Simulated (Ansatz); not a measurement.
An input for Ansatz 0.2.0 (CO2 (P4_2/mnm)):

```yaml
crystal:
  lattice:
    - [8.45442558, 0.0, 0.0]
    - [0.0, 8.45442558, 0.0]
    - [0.0, 0.0, 9.37554318]
  atoms:
    - { symbol: C, position: [0.25, 0.25, 0.25] }
    - { symbol: C, position: [0.0, 0.0, 0.0] }
    - { symbol: O, position: [0.1529754067, 0.3470245933, 0.25] }
    - { symbol: O, position: [0.3470245933, 0.1529754067, 0.25] }
    - { symbol: O, position: [0.0970245933, 0.0970245933, 0.0] }
    - { symbol: O, position: [0.4029754067, 0.4029754067, 0.0] }
    - { symbol: C, position: [0.25, 0.25, 0.75] }
    - { symbol: C, position: [0.0, 0.0, 0.5] }
    - { symbol: O, position: [0.1529754067, 0.3470245933, 0.75] }
    - { symbol: O, position: [0.3470245933, 0.1529754067, 0.75] }
    - { symbol: O, position: [0.0970245933, 0.0970245933, 0.5] }
    - { symbol: O, position: [0.4029754067, 0.4029754067, 0.5] }
    - { symbol: C, position: [0.25, 0.75, 0.25] }
[... 29 atom lines left out ...]
    - { symbol: C, position: [0.75, 0.75, 0.75] }
    - { symbol: C, position: [0.5, 0.5, 0.5] }
    - { symbol: O, position: [0.6529754067, 0.8470245933, 0.75] }
    - { symbol: O, position: [0.8470245933, 0.6529754067, 0.75] }
    - { symbol: O, position: [0.5970245933, 0.5970245933, 0.5] }
    - { symbol: O, position: [0.9029754067, 0.9029754067, 0.5] }
kpoints:
  mp_grid: { grid: [1, 1, 1] }
hamiltonian:
  xc: r2scan
scf:
  occupations: { method: fixed }
gw:
  n_empty_bands: 704
  ecut_chi: 60.0
  qp_bands: [v1, c1]
  qp_kpoints: band_edges
  screening: { model: contour_deformation }
```

```sh
ansatz run input.yaml --threads 8 --pin off --max-ram 36864MiB --backend cpu --events-out ev --progress --plain --runs-dir out
```

How long will it take on 8 threads of Arm Neoverse V1, shared host, and how much memory?

It took 48 s; on shared hardware allow 24 s to 96 s. Peak host memory was 3.7 GiB. The sizes that set the cost: 17063 plane waves a state, 1 irreducible k points, 832 bands summed, 707 plane waves in the screening and 7 SCF cycles.

The screening grows as filled bands × empty bands × pairs of k points, times the square of the screening basis for the matrix.

[Paths, hosts, dates, memory and timing lines, banners, echoed tables and standing remarks are left out of the program output.]

[Logs are printed without paths, hosts, clocks, repeated set-up lines and the standing remarks that a program may print on its own settings, such as how far it seeks lower states.]

[Runs of the session that timed out or met a known fault of the program may be left out.]

[Cells called generated may have been cut or substituted from an entry of the Crystallography Open Database or the Materials Project.]

[Hosts, paths, dates, database ids (printed as entryN), source tags and the programs' standing remarks are cut or masked in the printed files.]
